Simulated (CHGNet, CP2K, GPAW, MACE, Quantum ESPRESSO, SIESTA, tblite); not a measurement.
# Running random packing of B (94 atoms) with SIESTA

Aim: run random packing of B (94 atoms) in SIESTA and see how near its forces come to a plane-wave reference, and at what cost.

Method: the method is named at each step, in SIESTA 5.4.2.

## 1. The starting structure

The cell holds 94 atoms: 94 B. Cell: a = 9.301 Å, b = 9.301 Å, c = 9.301 Å, α = 90.0°, β = 90.0°, γ = 90.0°. 94 atoms (94 B) packed at random in a cube at 2.1 g/cm³ and pushed apart as soft spheres; a start for melting by ab initio MD, not an equilibrated structure. Then every atom was moved at random, 0.03 Å r.m.s. a Cartesian component.

The yardstick, on the same geometry:

| Quantity | Value |
| --- | --- |
| method | Kohn-Sham DFT, PBE, SSSP efficiency 1.3.0 pseudopotentials, plane waves (Quantum ESPRESSO 7.5); sssp-pbe-1.3.0-efficiency, cutoffs 45/360 Ry, Γ point |
| r.m.s. force component | 1.106 eV/Å |
| longest force | 4.447 eV/Å |
| pressure | -20.27 GPa |
| time | 35 s on 4 MPI ranks of Arm Neoverse V2, shared host |
| CPU time | 2.3 min |

## 2. PBE, DZP, shift 0.01 Ry, mesh 300 Ry

Method: Kohn-Sham DFT, PBE, PseudoDojo 0.4.1 norm-conserving pseudopotentials (converted to PSML), numerical atomic orbitals (DZP), diagonalisation.

The .psml files are PseudoDojo norm-conserving potentials that we converted to this format, checked against plane waves on the same files for H, C, O, Si, Ge and Ca alone.

File input.fdf:

```
SystemLabel cell
NumberOfAtoms 94
NumberOfSpecies 1
%block ChemicalSpeciesLabel
  1 5 B
%endblock ChemicalSpeciesLabel
LatticeConstant 1.0 Ang
%block LatticeVectors
  9.30110 0.00000 0.00000
  0.00000 9.30110 0.00000
  0.00000 0.00000 9.30110
%endblock LatticeVectors
PAO.BasisSize DZP
PAO.EnergyShift 0.01 Ry
XC.Functional GGA
XC.Authors PBE
MeshCutoff 300 Ry
%block kgrid_Monkhorst_Pack
  1 0 0 0.0
  0 1 0 0.0
  0 0 1 0.0
%endblock kgrid_Monkhorst_Pack
SolutionMethod diagon
OccupationFunction FD
ElectronicTemperature 580 K
SCF.Mixer.Method Pulay
SCF.Mixer.Weight 0.05
SCF.Mixer.History 8
SCF.Mix Hamiltonian
MaxSCFIterations 300
SCF.DM.Tolerance 1e-04
SCF.H.Tolerance 1.0e-3 eV
WriteForces T
Write.HirshfeldPop T
Write.VoronoiPop T
Write.DM F
Write.H F
XML.Write F
AtomicCoordinatesFormat Fractional
%block AtomicCoordinatesAndAtomicSpecies
  0.41605 0.36062 0.66431 1
  0.79921 0.00688 0.54809 1
  0.81208 0.00664 0.82895 1
  0.63941 0.62551 0.42768 1
  0.33737 0.18756 0.68464 1
  0.05917 0.68117 0.40164 1
  0.58711 0.98118 0.05644 1
  0.86024 0.44912 0.48043 1
  0.95163 0.89222 0.45353 1
  0.53680 0.50125 0.61363 1
  0.77089 0.21967 0.53379 1
  0.65488 0.92234 0.43603 1
  0.90622 0.85461 0.21329 1
  0.53307 0.74918 0.25454 1
  0.27568 0.05503 0.88213 1
  0.51402 0.77269 0.59476 1
  0.63978 0.82410 0.90906 1
  0.28379 0.79010 0.63663 1
  0.25828 0.60061 0.66885 1
  0.57288 0.12108 0.52118 1
  0.56863 0.59766 0.16684 1
  0.20693 0.42841 0.13384 1
  0.64294 0.13068 0.95824 1
  0.23617 0.48245 0.90789 1
  0.92654 0.66459 0.56040 1
  0.79687 0.48749 0.84336 1
  0.42661 0.93509 0.83908 1
  0.12978 0.87510 0.36124 1
  0.35097 0.75796 0.41079 1
  0.70911 0.57922 0.03894 1
  0.50911 0.95108 0.64358 1
  0.85066 0.26598 0.74546 1
  0.70174 0.58410 0.66528 1
  0.34273 0.01636 0.14407 1
  0.43451 0.53472 0.78323 1
  0.49088 0.05733 0.23368 1
  0.14692 0.05542 0.28125 1
  0.07472 0.60579 0.64957 1
  0.11560 0.88133 0.65552 1
  0.22675 0.85956 0.78868 1
  0.87795 0.47965 0.67221 1
  0.62644 0.40479 0.93393 1
  0.46204 0.78084 0.03219 1
  0.21946 0.69382 0.89825 1
  0.40801 0.32509 0.16647 1
  0.66122 0.36734 0.62606 1
  0.50459 0.48841 0.29221 1
  0.74972 0.88157 0.72982 1
  0.39139 0.60383 0.06240 1
  0.75001 0.04915 0.35364 1
  0.69317 0.39318 0.16027 1
  0.05167 0.26021 0.89712 1
  0.08357 0.42098 0.80775 1
  0.84885 0.46698 0.26611 1
  0.13109 0.28418 0.40404 1
  0.45988 0.31998 0.91634 1
[... 34 atom lines left out ...]
  0.31514 0.20991 0.44728 1
  0.20977 0.50902 0.30323 1
  0.46826 0.28432 0.35791 1
  0.74271 0.76663 0.37262 1
%endblock AtomicCoordinatesAndAtomicSpecies
```

Command:

```bash
$ OMP_NUM_THREADS=1 mpirun -np 2 siesta < input.fdf > output.txt
```

Output:

```text
Version         : 5.4.2
reinit: System Name:
reinit: System Label: cell
initatom: Reading input for the pseudopotentials and atomic orbitals ----------
Species number:   1 Atomic number:    5 Label: B
Ground state valence configuration (from tables):   2s02  2p01  3d00  4f00
---- Processing specs for species: B
GGA--PBE XC_GGA_X_PBE--XC_GGA_C_PBE pb
B pseudopotential only contains V_ls up to l=1 -- lmxkb reset.
Using PAO.SplitTailNorm
%block ChemicalSpeciesLabel
    1    5 B                       # Species index, atomic number, species label
%endblock ChemicalSpeciesLabel
%block PAO.Basis                 # Define Basis set
B                     2                    # Species label, number of l-shells
 n=2   0   2                         # n, l, Nzeta
   5.254      3.670
   1.000      1.000
 n=2   1   2 P   1                   # n, l, Nzeta, Polarization, NzetaPol
   6.393      4.475
   1.000      1.000
%endblock PAO.Basis
coor:   Atomic-coordinates input format  =     Fractional
siesta: System type = bulk
initatomlists: Number of atoms, orbitals, and projectors:     94  1222   752
siesta: ******************** Simulation parameters ****************************
Total number of electrons:   282.000000
Total ionic charge:   282.000000
 Kpoints in:            1 . Kpoints trimmed:            1
siesta: k-grid: Number of k-points = 1
siesta: k-points from Monkhorst-Pack grid
siesta: k-cutoff (effective) =     4.651 Ang
siesta: k-point supercell and displacements
siesta: k-grid:     1     0     0      0.000
siesta: k-grid:     0     1     0      0.000
siesta: k-grid:     0     0     1      0.000
                     ====================================
                        Single-point calculation
                     ====================================
outcell: Unit cell vectors (Ang):
        9.301100    0.000000    0.000000
        0.000000    9.301100    0.000000
        0.000000    0.000000    9.301100
outcell: Cell vector modules (Ang)   :    9.301100    9.301100    9.301100
outcell: Cell angles (23,13,12) (deg):     90.0000     90.0000     90.0000
outcell: Cell volume (Ang**3)        :    804.6425
Gamma-point calculation with multiply-connected orbital pairs
Gamma-point calculation with multiply-connected orbital pairs
Folding of H and S implicitly performed
Folding of H and S implicitly performed
new_DM -- step:     1
Initializing Density Matrix...
Attempting to read DM from file... Failed...
DM filled with atomic data:
InitMesh: MESH = 100 x 100 x 100 = 1000000
InitMesh: Mesh cutoff (required, used) =   300.000   319.472 Ry
stepf: Fermi-Dirac step function
        iscf     Eharris(eV)        E_KS(eV)     FreeEng(eV)     dDmax    Ef(eV) dHmax(eV)
   scf:    1    -7119.737953    -7361.127912    -7361.253847  1.883037 -5.500040  7.161702
   scf:    2    -7378.907614    -7371.316368    -7371.460949  0.034288 -5.485353  5.192187
   scf:    3    -7381.665262    -7377.528205    -7377.696763  0.039052 -5.466235  2.744576
   scf:    4    -7382.670318    -7380.578172    -7380.762219  0.024235 -5.443548  1.260463
   scf:    5    -7382.399284    -7381.587441    -7381.779175  0.012218 -5.423240  0.753987
   scf:    6    -7382.462365    -7382.099670    -7382.296410  0.010953 -5.401462  0.387248
   scf:    7    -7382.340023    -7382.228829    -7382.428555  0.005684 -5.390671  0.281560
   scf:    8    -7382.421498    -7382.342169    -7382.544425  0.007238 -5.374634  0.162015
   scf:    9    -7382.364554    -7382.356059    -7382.560178  0.002956 -5.370421  0.111626
   scf:   10    -7382.371920    -7382.364703    -7382.569451  0.001301 -5.366921  0.087331
   scf:   11    -7382.371407    -7382.368546    -7382.573521  0.000821 -5.364951  0.034246
   scf:   12    -7382.370013    -7382.369307    -7382.574459  0.000295 -5.364410  0.023205
   scf:   13    -7382.371049    -7382.370273    -7382.575689  0.000511 -5.363722  0.015526
   scf:   14    -7382.370884    -7382.370611    -7382.576173  0.000356 -5.363415  0.006335
   scf:   15    -7382.370677    -7382.370649    -7382.576300  0.000162 -5.363327  0.005106
   scf:   16    -7382.370604    -7382.370631    -7382.576381  0.000146 -5.363354  0.003570
   scf:   17    -7382.370620    -7382.370626    -7382.576398  0.000059 -5.363410  0.002802
   scf:   18    -7382.370631    -7382.370630    -7382.576420  0.000138 -5.363617  0.001802
   scf:   19    -7382.370648    -7382.370639    -7382.576424  0.000042 -5.363697  0.000893
SCF Convergence by DM+H criterion
max |DM_out - DM_in|         :     0.0000424945
max |H_out - H_in|      (eV) :     0.0008930446
SCF cycle converged after 19 iterations
Using DM_out to compute the final energy and forces
siesta: E_KS(eV) =            -7382.3706
siesta: E_KS - E_eggbox =     -7382.3706
siesta: Atomic forces (eV/Ang):
     1   -0.716624    0.996092    0.481076
     2    0.093919   -0.424082   -1.348700
     3    1.413287    1.820470    2.004780
     4   -1.362939   -1.125369    1.120499
     5    0.316086   -0.544418   -0.089692
     6    0.463842    0.253766    1.735861
     7    0.463513   -1.475066   -0.031836
     8    1.863987    0.413311   -0.927109
     9    1.141494   -1.150377   -1.347622
    10    0.509458   -1.180928    0.456395
    11   -2.101269    0.082723    0.881614
    12   -1.069290   -1.217588    0.735441
[...]
90   -0.947920    1.353269   -0.985225
    91   -1.068736   -0.137603   -0.500607
    92   -1.388661   -0.629543    1.851657
    93   -0.285769    0.668381   -0.885738
    94   -0.752414   -0.690278   -0.080013
----------------------------------------
   Tot   -0.000519   -0.003251    0.000726
----------------------------------------
   Max    4.402415
   Res    1.166545    sqrt( Sum f_i^2 / 3N )
----------------------------------------
   Max    4.402415    constrained
Stress tensor Voigt[x,y,z,yz,xz,xy] (kbar):      234.41      159.86      158.12      -15.83       -0.38       10.50
(Free)E + p*V (eV/cell)    -7475.0513
Target enthalpy (eV/cell)    -7382.5764
siesta: Program's energy decomposition (eV):
siesta: Ebs     =     -3199.091927
siesta: Eions   =     14676.473571
siesta: Ena     =      5389.818182
siesta: Ekin    =      4609.323982
siesta: Enl     =       269.985680
siesta: DEna    =       -18.856275
siesta: DUscf   =        12.455170
siesta: Ex      =     -2607.773509
siesta: Ec      =      -360.850298
siesta: Exc     =     -2968.623807
siesta: Eharris =     -7382.370648
siesta: Etot    =     -7382.370639
siesta: FreeEng =     -7382.576424
siesta: Final energy (eV):
siesta:  Band Struct. =   -3199.091927
siesta:       Kinetic =    4609.323982
siesta:       Hartree =     645.038418
siesta:         Exch. =   -2607.773509
siesta:         Corr. =    -360.850298
siesta:   Exch.-corr. =   -2968.623807
siesta:  Ion-electron =   -5600.867861
siesta:       Ion-ion =   -4067.241370
siesta:         Total =   -7382.370639
siesta:         Fermi =      -5.363697
siesta: Stress tensor (static) (eV/Ang**3):
siesta:     0.146309    0.006557   -0.000240
siesta:     0.006556    0.099779   -0.009879
siesta:    -0.000239   -0.009879    0.098691
siesta: Cell volume =        804.642451 Ang**3
siesta: Pressure (static):
siesta:                Solid            Molecule  Units
siesta:          -0.00125171         -0.00125784  Ry/Bohr**3
siesta:          -0.11492666         -0.11548913  eV/Ang**3
siesta:        -184.13280500       -185.03398926  kBar
    Orbital volume contribution        =          58.758379 eV
    (Free)E + p_basis*V_orbitals       =       -7323.818045 eV
    (Free)Eharris+ p_basis*V_orbitals  =       -7323.818054 eV
Hirshfeld Atomic Populations:
Atom #   charge [q] valence [e]  Species
     1     0.015275    2.984725  B
     2     0.005068    2.994932  B
     3    -0.001331    3.001331  B
     4     0.048581    2.951419  B
     5    -0.002679    3.002679  B
     6     0.063890    2.936110  B
     7    -0.011095    3.011095  B
     8     0.004003    2.995997  B
     9     0.009044    2.990956  B
    10    -0.051322    3.051322  B
    11     0.042692    2.957308  B
    12    -0.040402    3.040402  B
[...]
--------------------
 Total    -0.000002
Voronoi Atomic Populations:
Atom #   charge [q] valence [e]  Species
[...]
90     0.012848    2.987152  B
    91    -0.045831    3.045831  B
    92    -0.003688    3.003688  B
    93    -0.048985    3.048985  B
    94    -0.034163    3.034163  B
--------------------
 Total    -0.000002
```

Run time: 4.9 min. Hardware: 2 MPI ranks of Arm Neoverse V2, shared host; peak memory 1.7 GiB.

Banners, paths, timers and routine set-up lines are dropped from the logs unmarked, and long logs keep their key lines alone; longer cuts are marked.

Against the reference:

| Quantity | Value |
| --- | --- |
| r.m.s. force component | 1.167 eV/Å |
| r.m.s. difference of force components | 162.7 meV/Å |
| longest difference of force vectors | 590.1 meV/Å |
| force difference over r.m.s. force | 14.72 % |
| slope of forces against the reference's | 1.046 |
| correlation of force components | 0.9912 |
| pressure | -18.41 GPa |
| pressure difference | 1.856 GPa |

The surroundings of B52, picked at random, nearest first, numbered as they follow in the input and with coordinates relative to it.

| atom | x | y | z | distance (Å) | bonds | Hirshfeld charge (e) | Fx | Fy | Fz (eV/Å) |
| --- | --- | --- | --- | --- | --- | --- | --- | --- | --- |
| B52 | 0.00 | 0.00 | 0.00 | 0.00 | 2 | 0.01 | -0.02 | -0.99 | 1.55 |
| B53 | 0.30 | 1.50 | -0.83 | 1.74 | 4 | -0.04 | 1.48 | 0.26 | 0.23 |
| B83 | -0.17 | 0.23 | -1.95 | 1.97 | 4 | 0.02 | -0.10 | 0.59 | 1.90 |
| B68 | -0.43 | 0.27 | 2.04 | 2.10 | 0 | 0.06 | -0.82 | -1.07 | 0.29 |
| B85 | 1.78 | 0.25 | 1.11 | 2.11 | 1 | -0.01 | -0.16 | 0.73 | -0.21 |
| B89 | -0.24 | -2.27 | -0.48 | 2.33 | 1 | 0.08 | -0.11 | 1.05 | 1.00 |
| B32 | -1.87 | 0.05 | -1.41 | 2.34 | 2 | 0.02 | -0.71 | 1.92 | -1.86 |
| B67 | 1.03 | -1.88 | 1.39 | 2.55 | 2 | 0.00 | 0.65 | 0.52 | 0.04 |
| B57 | -2.27 | 0.93 | 1.09 | 2.69 | 2 | -0.01 | 0.47 | -0.40 | -0.62 |
| B24 | 1.72 | 2.07 | 0.10 | 2.69 | 2 | 0.02 | -0.01 | -0.09 | 1.67 |

Forces lie 15 % from the reference's, at 4.2 times its CPU time (on 2 against 4 cores).

## 3. PBE, DZP, shift 0.005 Ry, mesh 300 Ry

Method: Kohn-Sham DFT, PBE, PseudoDojo 0.4.1 norm-conserving pseudopotentials (converted to PSML), numerical atomic orbitals (DZP), diagonalisation.

input.fdf, as its differences from that of step 2:

```diff
@@ -13,3 +13,3 @@
 PAO.BasisSize DZP
-PAO.EnergyShift 0.01 Ry
+PAO.EnergyShift 0.005 Ry
 XC.Functional GGA
```

Output:

```text
Version         : 5.4.2
reinit: System Name:
reinit: System Label: cell
initatom: Reading input for the pseudopotentials and atomic orbitals ----------
Species number:   1 Atomic number:    5 Label: B
Ground state valence configuration (from tables):   2s02  2p01  3d00  4f00
---- Processing specs for species: B
GGA--PBE XC_GGA_X_PBE--XC_GGA_C_PBE pb
B pseudopotential only contains V_ls up to l=1 -- lmxkb reset.
Using PAO.SplitTailNorm
%block ChemicalSpeciesLabel
    1    5 B                       # Species index, atomic number, species label
%endblock ChemicalSpeciesLabel
%block PAO.Basis                 # Define Basis set
B                     2                    # Species label, number of l-shells
 n=2   0   2                         # n, l, Nzeta
   5.703      3.816
[... lines left out ...]
Total number of electrons:   282.000000
[... lines left out ...]
stepf: Fermi-Dirac step function
        iscf     Eharris(eV)        E_KS(eV)     FreeEng(eV)     dDmax    Ef(eV) dHmax(eV)
[... lines left out ...]
SCF Convergence by DM+H criterion
[... lines left out ...]
SCF cycle converged after 19 iterations
[... lines left out ...]
   Max    4.431894
[... lines left out ...]
   Max    4.431894    constrained
Stress tensor Voigt[x,y,z,yz,xz,xy] (kbar):      228.04      153.42      151.50      -15.65       -0.49       10.43
[... lines left out ...]
Target enthalpy (eV/cell)    -7382.6161
siesta: Program's energy decomposition (eV):
siesta: Ebs     =     -3411.486315
siesta: Eions   =     14676.473571
siesta: Ena     =      5428.850260
siesta: Ekin    =      4597.776811
siesta: Enl     =       273.867089
siesta: DEna    =       -53.154488
siesta: DUscf   =        13.986004
siesta: Ex      =     -2606.122698
siesta: Ec      =      -361.140601
siesta: Exc     =     -2967.263299
siesta: Eharris =     -7382.411200
siesta: Etot    =     -7382.411193
siesta: FreeEng =     -7382.616148
siesta: Final energy (eV):
siesta:  Band Struct. =   -3411.486315
siesta:       Kinetic =    4597.776811
siesta:       Hartree =     642.334714
siesta:         Exch. =   -2606.122698
siesta:         Corr. =    -361.140601
siesta:   Exch.-corr. =   -2967.263299
siesta:  Ion-electron =   -5797.911325
siesta:       Ion-ion =   -3857.348095
siesta:         Total =   -7382.411193
siesta:         Fermi =      -6.121385
siesta: Stress tensor (static) (eV/Ang**3):
siesta:     0.142334    0.006511   -0.000308
siesta:     0.006510    0.095760   -0.009770
siesta:    -0.000308   -0.009770    0.094558
siesta: Cell volume =        804.642451 Ang**3
siesta: Pressure (static):
siesta:                Solid            Molecule  Units
siesta:          -0.00120768         -0.00121203  Ry/Bohr**3
siesta:          -0.11088387         -0.11128375  eV/Ang**3
siesta:        -177.65553815       -178.29623087  kBar
    Orbital volume contribution        =          77.170981 eV
    (Free)E + p_basis*V_orbitals       =       -7305.445168 eV
    (Free)Eharris+ p_basis*V_orbitals  =       -7305.445175 eV
Hirshfeld Atomic Populations:
Atom #   charge [q] valence [e]  Species
     1     0.014802    2.985198  B
     2    -0.003218    3.003218  B
     3    -0.003358    3.003358  B
[...]
--------------------
 Total     0.000008
Voronoi Atomic Populations:
Atom #   charge [q] valence [e]  Species
[...]
93    -0.052550    3.052550  B
    94    -0.033900    3.033900  B
--------------------
 Total     0.000008
```

Wall time 8.1 min (2 MPI ranks); peak memory 2 GiB.

Compared with the plane-wave run:

* r.m.s. force component: 1.156 eV/Å
* r.m.s. difference of force components: 179.6 meV/Å
* longest difference of force vectors: 617.5 meV/Å
* force difference over r.m.s. force: 16.24 %
* slope of forces against the reference's: 1.034
* correlation of force components: 0.9884
* pressure: -17.77 GPa
* pressure difference: 2.503 GPa

Against the first run (15 %), the force difference from the reference is 16 %, at 1.6 times the CPU time.

(Continued in part 2 of 2.)

[Also dropped from logs without a mark: logging warnings of Python, and SIESTA's first energy breakdown and zero terms.]

[Logs are printed without paths, hosts, clocks, repeated set-up lines and the standing remarks that a program may print on its own settings, such as how far it seeks lower states.]

[Hosts, paths, dates, database ids (printed as entryN), source tags and the programs' standing remarks are cut or masked in the printed files.]
